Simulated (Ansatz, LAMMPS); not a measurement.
# Glassy 78SiO2-6Li2O-6CaO-6SrO-3SnO2 (mol %) (92 atoms) under strain, part 2 of 3

How stiff is glassy 78SiO2-6Li2O-6CaO-6SrO-3SnO2 (mol %) (92 atoms), and how do its levels respond to strain?

Ansatz 0.2.0; Kohn-Sham DFT, PBE, PAW (set soft_2), plane waves.

The cell: 25 Si, 4 Li, 2 Ca, 2 Sr, 1 Sn and 58 O. The quench rate of 10 K/ps far exceeds what a furnace or splat quench reaches. The network of bonds at the start is that of the classical potential that made the cell. Sampling is at Γ alone.

So far. Step 2 (Single point at the start): The r.m.s. force at the start is 1.4 eV/Å. Step 3 (Cell and atoms relaxed): The relaxation converged after 17 steps, with a largest force component of 0.034 eV/Å.

## (4) Single point at the relaxed geometry

One more single point at the end of the walk gives the fuller output and checks the residual forces.

input.yaml reads:

```yaml
crystal:
  lattice:
    - [11.05161, -0.02174, 0.0367]
    - [-0.02174, 10.4272, -0.15501]
    - [0.0367, -0.15501, 10.99096]
  atoms:
    - { symbol: Si, position: [0.90722, 0.15817, 0.47929] }
    - { symbol: Si, position: [0.71911, 0.25189, 0.29194] }
    - { symbol: Si, position: [0.56195, 0.18047, 0.07089] }
    - { symbol: Si, position: [0.8536, 0.6759, 0.48224] }
    - { symbol: Si, position: [0.2202, 0.92088, 0.54802] }
    - { symbol: Si, position: [0.31158, 0.11811, 0.20216] }
    [... 80 atom lines left out ...]
    - { symbol: O, position: [0.36823, 0.46162, 0.65292] }
    - { symbol: O, position: [0.29324, 0.25518, 0.75598] }
    - { symbol: O, position: [0.12237, 0.82205, 0.48443] }
    - { symbol: O, position: [0.88605, 0.25141, 0.59632] }
    - { symbol: O, position: [0.10898, 0.84839, 0.17608] }
    - { symbol: O, position: [0.58916, 0.86216, 0.55593] }
kpoints:
  mp_grid: { grid: [1, 1, 1] }
hamiltonian:
  xc: pbe
scf:
  occupations: { method: fixed }
output:
  forces: true
  stress: true
  populations: true
  dos:
    method: { smearing: { sigma: 0.1 } }
    de: 0.1
    projected: { site_lists: { Ca: [Ca], Li: [Li], O: [O], Si: [Si], Sn: [Sn] } }
  eigenvalues: true
  write_density: true
  write_potential: true
  volumetric_format: npy
  elf: true
```

Command:

```console
ansatz run input.yaml --threads 4 --pin off --max-ram 8192MiB --backend cpu --events-out ev --progress --plain --runs-dir out
```

What it wrote:

```text
[...]
Crystal: 92 atoms, lattice volume = 1266.285 Å³
Basis set: ecut = 420 eV, 24745 PW (Γ), exchange–correlation on 150×144×150 points (8 copies of the dense FFT grid, shifted against one another)
Bands: 349, of which v1, the nominal top of the filled ones, is band 257 counted from 1 (256 counted from 0)
Symmetry: 1 space group operations
[...]
k-points: 1
[...]
SCF iter   1: F=—  HF=-66474.270024 eV  |F-HF|=—  |Δ(HF+E_count)|=         —  Δρ=1.98e-3  dr2=7.96e-2  ethr=1.77e-3  ⟨swp⟩=5.0  Hψ=1374  notcnv=0  defer=90
[...]
SCF iter   9: F=-66474.269291 eV  HF=-66474.269291 eV  |F-HF|=3.62e-9  |Δ(HF+E_count)|=   7.78e-8  Δρ=2.07e-6  dr2=5.10e-8  ethr=1.95e-11  ⟨swp⟩=26.0  Hψ=3862  notcnv=0
SCF 1 converged in 9 iterations: F = -66474.269291 eV  dr2 = 5.10e-8
[...]
SCF converged after 9 iterations
Free energy (F): -66474.269291 eV
[...]
Internal energy: -66474.269291 eV  (E = F + TS)
E sigma→0 (E₀):  -66474.269291 eV
Fermi energy:    3.804142 eV
[...]
--- Forces (eV/Å), atoms counted from 1 ---
  atom   1  Si     0.00031813     0.01525918     0.01540068
  atom   2  Si    -0.02287581     0.00816412     0.00495817
  atom   3  Si    -0.01384113     0.00430827     0.00492141
  atom   4  Si     0.00362874    -0.01160604     0.01039273
  atom   5  Si    -0.01398035    -0.00868232     0.01488834
  atom   6  Si    -0.00434157    -0.01467667     0.00863858
  atom   7  Si    -0.00465301    -0.00541773     0.00697132
  atom   8  Si    -0.00181346    -0.00201687     0.00188788
  atom   9  Si    -0.00345438     0.01563791    -0.01087635
  atom  10  Si     0.01372273    -0.02384752    -0.01613231
  atom  11  Si    -0.00493901    -0.03546989    -0.01056889
  atom  12  Si     0.02689945    -0.00396045    -0.02029173
  atom  13  Si     0.01319034    -0.01545878     0.01377392
  atom  14  Si     0.02082968    -0.01778563     0.01161939
[...]
atom  91  O     -0.00399076    -0.00935802     0.00788265
  atom  92  O     -0.00187738    -0.00109920    -0.00320617
  max |Σ_I F_I| component: 4.07e-5 eV/Å
--- Stress (GPa, compression-positive) ---
       -0.030386      -0.001917      -0.003096
       -0.001915      -0.019687      -0.003617
       -0.003094      -0.003617      -0.007961
  P = ⅓ Tr σ = -0.0193 GPa (-0.193 kbar)
--- Band table (eV) ---
[...]
--- Löwdin populations: 92 sites ---
  site symbol       q [e]
     0     Si      2.2550
     1     Si      2.3124
     2     Si      2.2817
[...]
91      O      6.7807
  spilling = 0.012992 (of n_electrons = 514.000000)
```

Wall time 37 s (4 threads of Arm Neoverse N1, shared host); peak memory 1.6 GiB.

The run gave:

```yaml
free_energy: -66474.2693 eV
free_energy_per_atom: -722.5464 eV/atom
scf_cycles: 9
pressure: -0.01934 GPa
r_m_s_force_component: 0.00995 eV/Å
longest_force: 0.03734 eV/Å
fermi_energy: 3.804 eV
spacing_of_highest_filled_and_lowest_empty_level: 2.714 eV
spilling_of_the_projection: 0.01299
```

Löwdin charges by element and coordination (they lack the spilled electrons, 0.073 e an atom on average):

| element | coordination | atoms | mean charge (e) | spread | least | most |
| --- | --- | --- | --- | --- | --- | --- |
| Ca | all | 2 | 1.77 | 0.007 | 1.76 | 1.78 |
| Li | all | 4 | 0.801 | 0.0116 | 0.785 | 0.817 |
| O | all | 58 | -0.837 | 0.0795 | -1.04 | -0.771 |
| Si | all | 25 | 1.72 | 0.0475 | 1.62 | 1.79 |
| Sn | all | 1 | 1.78 | 0 | 1.78 | 1.78 |
| Sr | all | 2 | 1.82 | 0.01 | 1.81 | 1.83 |

States in the cell by windows of 1 eV, zero at the Fermi level; the larger projections on atomic orbitals stand beside the total:

| from (eV) | to (eV) | total | O p | Si p | O s |
| --- | --- | --- | --- | --- | --- |
| -18 | -17 | 12.9 | 0.2 | 1.5 | 9.6 |
| -17 | -16 | 12.0 | 0.2 | 1.4 | 8.9 |
| -16 | -15 | 8.1 | 0.1 | 0.3 | 1.9 |
| -15 | -14 | 5.9 | 0.1 | 0.1 | 0.5 |
| -14 | -11 | 0.0 | 0.0 | 0.0 | 0.0 |
| -11 | -10 | 4.8 | 3.2 | 0.2 | 0.2 |
| -10 | -9 | 11.3 | 7.5 | 0.6 | 0.5 |
| -9 | -8 | 14.4 | 9.9 | 1.3 | 0.7 |
| -8 | -7 | 21.1 | 15.3 | 3.1 | 0.7 |
| -7 | -6 | 26.1 | 20.0 | 5.0 | 0.3 |
| -6 | -5 | 21.4 | 16.6 | 3.0 | 0.7 |
| -5 | -4 | 47.7 | 39.6 | 4.1 | 2.2 |
| -4 | -3 | 64.5 | 57.9 | 2.9 | 1.6 |
| -3 | -2 | 68.3 | 64.2 | 1.5 | 0.8 |
| -2 | -1 | 48.9 | 46.4 | 0.9 | 0.3 |
| -1 | 0 | 17.5 | 16.7 | 0.4 | 0.1 |
| 0 | 1 | 1.8 | 1.7 | 0.0 | 0.0 |
| 1 | 2 | 0.0 | 0.0 | 0.0 | 0.0 |
| 2 | 3 | 2.0 | 0.5 | 0.1 | 0.3 |
| 3 | 4 | 0.1 | 0.0 | 0.0 | 0.0 |
| 4 | 5 | 1.9 | 0.2 | 0.1 | 0.4 |

With fixed occupations the program's Fermi level is the highest filled level; weight inside the gap is the broadening of levels at its edges.

Between -26 and -18 eV lie 111 more states.

Not all projections were asked for or kept, so they needn't add up to the total.

The levels nearest the highest filled one (over half full), pooled over k-points and spins:

| level less the highest filled one (eV) | occupation |
| --- | --- |
| -0.817 | 2 |
| -0.602 | 2 |
| -0.361 | 2 |
| -0.202 | 2 |
| -0.0812 | 2 |
| 0 | 2 |
| 2.71 | 0 |
| 4.10 | 0 |
| 5.22 | 0 |
| 5.42 | 0 |
| 5.50 | 0 |
| 5.55 | 0 |

Electrostatic potential energy in the bc plane at fractional x = 0.203, with atoms of Si and Li and Sn and O within 0.2 Å of it. With pseudopotentials it is smooth inside the atoms' cores, unlike the true potential.

Values in eV, 13 rows by 16 columns, each cell a mean:
```
  7   7   6   6   3  -6  -7  -2   6   6   2   3   6   6   3   4
  7   8   8   7  -5   0   9  -9  -5  -9   4   6   7   6   5   4
  6   9  10   8   2  -7  -7  -3  -6 -10   8  10   9   7   2   1
  6   9  10   9   8   6   5   6   8   9  10  10  10   7 -22 -27
  6   9   9   9   7   6   7   7   7   6   8   9   9   5 -18 -18
 -8  -5   6   5 -13 -22   5   9   2 -31 -16   7   6  -7 -37 -34
-26 -34 -16 -23 -22 -19   7  10   7 -13 -10   0   5  -2 -22 -17
  5  -1 -26 -37 -11   7  10  10   9   5  -2   0   6   7   6   7
  9   6   0 -11   3   9  10  10  10   5  -4   5   7   9   9   9
  8   5   5   3   9  10  10  10  10   6  -6 -15  -6   7  10  10
  7  -4   0   7   9  10  10  10  10   6 -17 -41 -25   4   9   9
 -1 -36 -19   7   9  10  10  10  10   2 -10  -9  -1   5   0   2
  5  -2   2   7   8   8   8   9   9   1  -6   6   7   2 -19 -12
```
Columns run along b (10.4 Å; values clipped at the 3rd and 97th percentile), rows up along c (11.0 Å). Atoms in or near the plane, at fractional coordinates: Si at (0.92, 0.55), Li at (0.92, 0.04), Sn at (0.38, 0.87), O at (0.06, 0.50), O at (0.31, 0.53), O at (0.10, 0.11), O at (0.60, 0.55), O at (0.93, 0.70).

Valence density in the bc plane at fractional x = 0.203, with atoms of Si and Li and Sn and O within 0.2 Å of it. It is the smooth field of the valence electrons, not physical close to the nuclei.

Ten steps, logarithmic in the rise over the least value, from '_' (0 e/Å³) to '@' (12 e/Å³), each cell a mean:
```
..........____....::::--::..____....::::................__
..::::....____..::==**##++--::::::::::......::----::..__..
::::::::..____..--**@@@@%%++--==++==--::....::----::......
..::....______..--**%%@@##====**##**==::....::::::::......
....________..::::--++++==----++**++--..______......::::::
::..______..::::::::::::....::------..__________..--==++==
--..________..::::....________......____________::++##%%**
--..__________......____________________________::++##%%##
::..__________....::....______..::--::..________::==++**==
::::::....__..--==++==::..__..--++****==..____....::------
==****==::..::++##%%##==..__..==##%%##++::....::::::....--
**%%%%**==::--++##%%##==..__..--**##**==::..::------::::==
++####**==::::==++++==::______..--====--::::::------::::--
--======--..::::::::..__________..::::::......::::........
__....::::------::..____________..::--::::....____________
______..--++++==::..____________::--====--..______________
______..--++++==::______________::==++++--::..____________
____....::----::..______________..--====--::......________
__....::::::....__________________..::::::::::::::....____
..--====--::..____________________..::::....::--::::..____
::++####**--..__________________..::------::::::::::..__..
--**%%%%**--..________________..--++**++--::........::::..
::==****==::..________________..--++**++--..______==##**--
....::::::..............______..::--==--::..______--****::
```
Columns run along b (10.4 Å), rows up along c (11.0 Å). Atoms in or near the plane, at fractional coordinates: Si at (0.92, 0.55), Li at (0.92, 0.04), Sn at (0.38, 0.87), O at (0.06, 0.50), O at (0.31, 0.53), O at (0.10, 0.11), O at (0.60, 0.55), O at (0.93, 0.70).

The highest filled and lowest empty levels differ by 2.71 eV (at Γ alone); a semilocal functional tends to put such gaps too low. In a disordered cell it changes from sample to sample, and tail or defect levels can set it. Mean Löwdin charges: Ca +1.77, Li +0.80, O -0.84, Si +1.72, Sn +1.78, Sr +1.82 e (they miss 1.3 % of the electrons, so they add up to more than the cell's charge).

## (5) Volume -3 %

The relaxed cell is scaled evenly and the atoms are relaxed again; the stress at the end gives one point of P(V).

input.yaml, the sections that differ from step 4:

```yaml
crystal:
  lattice:
    - [10.93997, -0.02152, 0.03633]
    - [-0.02152, 10.32187, -0.15344]
    - [0.03633, -0.15344, 10.87993]
  atoms:
    [... the 92 atom lines of step 4 ...]
output:
  forces: true
  eigenvalues: true
  stress: true
relax:
  f_tol: 0.05
  max_steps: 70
# kpoints, hamiltonian, scf: as in step 4
```

What it wrote:

```text
Warning: output.stress: scf.convergence.dr2_threshold = 1e-7 eV (the SCF's general default) is looser than the 9.2e-9 eV advised for a printed stress (1e-10 eV for each atom of the cell: 92). What an SCF threshold leaves in a stress goes as its square root, and in the free energy as the threshold itself, and one threshold admits the most on a small cell: [...]
[...]
Crystal: 92 atoms, lattice volume = 1228.296 Å³
Basis set: ecut = 420 eV, 24021 PW (Γ), exchange–correlation on 150×144×150 points (8 copies of the dense FFT grid, shifted against one another)
Bands: 349, of which v1, the nominal top of the filled ones, is band 257 counted from 1 (256 counted from 0)
Symmetry: 1 space group operations
[...]
k-points: 1
[...]
SCF iter   1: F=—  HF=-66473.704993 eV  |F-HF|=—  |Δ(HF+E_count)|=         —  Δρ=1.97e-3  dr2=7.46e-2  ethr=1.77e-3  ⟨swp⟩=5.0  Hψ=1374  notcnv=0  defer=90
[...]
SCF iter   5: F=—  HF=-66473.705945 eV  |F-HF|=—  |Δ(HF+E_count)|=   4.11e-6  Δρ=8.63e-5  dr2=8.07e-5  ethr=7.36e-8  ⟨swp⟩=2.0  Hψ=457  notcnv=0  defer=90
SCF iter   6: F=-66473.705949 eV  HF=-66473.705949 eV  |F-HF|=5.33e-7  |Δ(HF+E_count)|=   4.62e-6  Δρ=2.78e-5  dr2=8.73e-6  ethr=1.22e-8  ⟨swp⟩=18.0  Hψ=2609  notcnv=0
SCF 1 converged in 6 iterations: F = -66473.705949 eV  dr2 = 8.73e-6
[...]
relax step   1: F+E_penalty+E_count = -66473.70594865 eV  Δ(F+E_penalty+E_count) = +0.000e0 eV  max|allowed force component| = 5.940e-1 eV/Å  Δτ_max = 0.0000 Å  (6 SCF iters, dr2 threshold 6.25e-5 eV, accepted)
[...]
relax step   2: F+E_penalty+E_count = -66473.93202771 eV  Δ(F+E_penalty+E_count) = -2.261e-1 eV  max|allowed force component| = 3.125e-1 eV/Å  Δτ_max = 0.0457 Å  (6 SCF iters, dr2 threshold 2.21e-5 eV, accepted)
[...]
relax step   3: F+E_penalty+E_count = -66474.05641013 eV  Δ(F+E_penalty+E_count) = -1.244e-1 eV  max|allowed force component| = 1.650e-1 eV/Å  Δτ_max = 0.0580 Å  (7 SCF iters, dr2 threshold 6.10e-6 eV, accepted)
relax step   4: F+E_penalty+E_count = -66474.07225967 eV  Δ(F+E_penalty+E_count) = -1.585e-2 eV  max|allowed force component| = 1.042e-1 eV/Å  Δτ_max = 0.0348 Å  (5 SCF iters, dr2 threshold 7.53e-6 eV, accepted)
relax step   5: F+E_penalty+E_count = -66473.98638243 eV  Δ(F+E_penalty+E_count) = +8.588e-2 eV  max|allowed force component| = 4.699e-1 eV/Å  Δτ_max = 0.1322 Å  (7 SCF iters, dr2 threshold 3.03e-6 eV, rejected (line search))
relax step   6: F+E_penalty+E_count = -66474.08857919 eV  Δ(F+E_penalty+E_count) = -1.632e-2 eV  max|allowed force component| = 7.193e-2 eV/Å  Δτ_max = 0.0253 Å  (9 SCF iters, accepted)
relax step   7: F+E_penalty+E_count = -66474.08081270 eV  Δ(F+E_penalty+E_count) = +7.766e-3 eV  max|allowed force component| = 1.615e-1 eV/Å  Δτ_max = 0.1000 Å  (9 SCF iters, rejected (line search))
relax step   8: F+E_penalty+E_count = -66474.09634438 eV  Δ(F+E_penalty+E_count) = -7.765e-3 eV  max|allowed force component| = 5.907e-2 eV/Å  Δτ_max = 0.0405 Å  (9 SCF iters, accepted)
relax step   9: F+E_penalty+E_count = -66474.09898944 eV  Δ(F+E_penalty+E_count) = -2.645e-3 eV  max|allowed force component| = 8.295e-2 eV/Å  Δτ_max = 0.0393 Å  (8 SCF iters, accepted)
relax step  10: F+E_penalty+E_count = -66474.10163216 eV  Δ(F+E_penalty+E_count) = -2.643e-3 eV  max|allowed force component| = 9.249e-2 eV/Å  Δτ_max = 0.0360 Å  (6 SCF iters, dr2 threshold 4.64e-6 eV, accepted)
relax step  11: F+E_penalty+E_count = -66474.10735489 eV  Δ(F+E_penalty+E_count) = -5.723e-3 eV  max|allowed force component| = 9.294e-2 eV/Å  Δτ_max = 0.0610 Å  (5 SCF iters, dr2 threshold 8.55e-6 eV, accepted)
relax step  12: F+E_penalty+E_count = -66474.11480483 eV  Δ(F+E_penalty+E_count) = -7.450e-3 eV  max|allowed force component| = 2.499e-1 eV/Å  Δτ_max = 0.1686 Å  (7 SCF iters, dr2 threshold 8.64e-6 eV, accepted)
relax step  13: F+E_penalty+E_count = -66474.12296316 eV  Δ(F+E_penalty+E_count) = -8.158e-3 eV  max|allowed force component| = 2.175e-1 eV/Å  Δτ_max = 0.0192 Å  (4 SCF iters, dr2 threshold 6.24e-5 eV, accepted)
relax step  14: F+E_penalty+E_count = -66474.14152325 eV  Δ(F+E_penalty+E_count) = -1.856e-2 eV  max|allowed force component| = 1.858e-1 eV/Å  Δτ_max = 0.1052 Å  (6 SCF iters, dr2 threshold 3.59e-5 eV, accepted)
relax step  15: F+E_penalty+E_count = -66474.15296910 eV  Δ(F+E_penalty+E_count) = -1.145e-2 eV  max|allowed force component| = 2.271e-1 eV/Å  Δτ_max = 0.1114 Å  (6 SCF iters, dr2 threshold 2.52e-5 eV, accepted)
relax step  16: F+E_penalty+E_count = -66474.15751857 eV  Δ(F+E_penalty+E_count) = -4.549e-3 eV  max|allowed force component| = 1.221e-1 eV/Å  Δτ_max = 0.0390 Å  (5 SCF iters, dr2 threshold 3.76e-5 eV, accepted)
relax step  17: F+E_penalty+E_count = -66474.16102914 eV  Δ(F+E_penalty+E_count) = -3.511e-3 eV  max|allowed force component| = 7.107e-2 eV/Å  Δτ_max = 0.0160 Å  (5 SCF iters, dr2 threshold 4.30e-6 eV, accepted)
[...]
relax step  18: F+E_penalty+E_count = -66474.16257996 eV  Δ(F+E_penalty+E_count) = -1.551e-3 eV  max|allowed force component| = 3.042e-2 eV/Å  Δτ_max = 0.0098 Å  (7 SCF iters, accepted)
SCF converged after 7 iterations
Free energy (F): -66474.162580 eV
[...]
Internal energy: -66474.162580 eV  (E = F + TS)
E sigma→0 (E₀):  -66474.162580 eV
Fermi energy:    4.031573 eV
[...]
Σ components = -66474.162580   (vs F -66474.162580, Δ=0.00e0)
--- Forces (eV/Å), atoms counted from 1 ---
  atom   1  Si    -0.00015143    -0.00567230     0.00381290
  atom   2  Si     0.00523627     0.00628529     0.00036463
  atom   3  Si     0.01017142     0.00205971     0.00509396
  atom   4  Si     0.00153747    -0.00361807    -0.00403501
[...]
atom  92  O     -0.00360049     0.00068230    -0.00083000
  max |Σ_I F_I| component: 6.65e-5 eV/Å
--- Stress (GPa, compression-positive) ---
        1.298957       0.116153      -0.169574
        0.116154       1.356005      -0.298013
       -0.169573      -0.298014       1.535928
  P = ⅓ Tr σ = 1.3970 GPa (13.970 kbar)
--- Band table (eV) ---
[...]
--- Relaxed structure (18 steps of the walk, 16 accepted, 0 SCFs on fresh bases) ---
  F+E_penalty+E_count = -66474.16257996 eV   max|allowed force component| = 3.042e-2 eV/Å
  atoms:
    - { symbol: Si, position: [0.907005, 0.157492, 0.476343] }
    - { symbol: Si, position: [0.718791, 0.258189, 0.290689] }
    - { symbol: Si, position: [0.562887, 0.185502, 0.066405] }
    - { symbol: Si, position: [0.853107, 0.675829, 0.485168] }
[...]
- { symbol: O, position: [0.592909, 0.857104, 0.554763] }
```

The job ended after 7.3 min (4 threads; peak memory 1.7 GiB).

The program notes that the SCF threshold is loose for the stress.

The relaxation converged after 18 steps, 0.457 eV below its start, with a largest force component of 0.030 eV/Å.

Volume -3 %: the energy stands 0.107 eV above that of the reference, at a pressure of 1.40 GPa.

## (6) Volume +3 %

The relaxed cell is scaled to another volume.

Input and log are left out; they have the form of those shown for this kind of step.

Run time: 3.3 min. Hardware: 4 threads of Arm Neoverse N1, shared host; peak memory 1.7 GiB; 13 min of CPU time.

The relaxation converged after 8 steps, 0.362 eV below its start, with a largest force component of 0.036 eV/Å.

Volume +3 %: the energy stands 0.148 eV above that of the reference, at a pressure of -1.33 GPa.

## (7) Volume -6 %

The relaxed cell is scaled to another volume.

Input and log are left out; they have the form of those shown for this kind of step.

Run time: 6.7 min. Hardware: 4 threads of Arm Neoverse N1, shared host; peak memory 1.6 GiB.

The relaxation converged after 17 steps, 1.77 eV below its start, with a largest force component of 0.034 eV/Å.

Volume -6 %: the energy stands 0.636 eV above that of the reference, at a pressure of 3.06 GPa.

(Part 2 of 3 ends here.)

[Long decimals in the printed logs are rounded to 6 places.]

[Logs are printed without paths, hosts, clocks, repeated set-up lines and the standing remarks that a program may print on its own settings, such as how far it seeks lower states.]

[Hosts, paths, dates, database ids (printed as entryN), source tags and the programs' standing remarks are cut or masked in the printed files.]
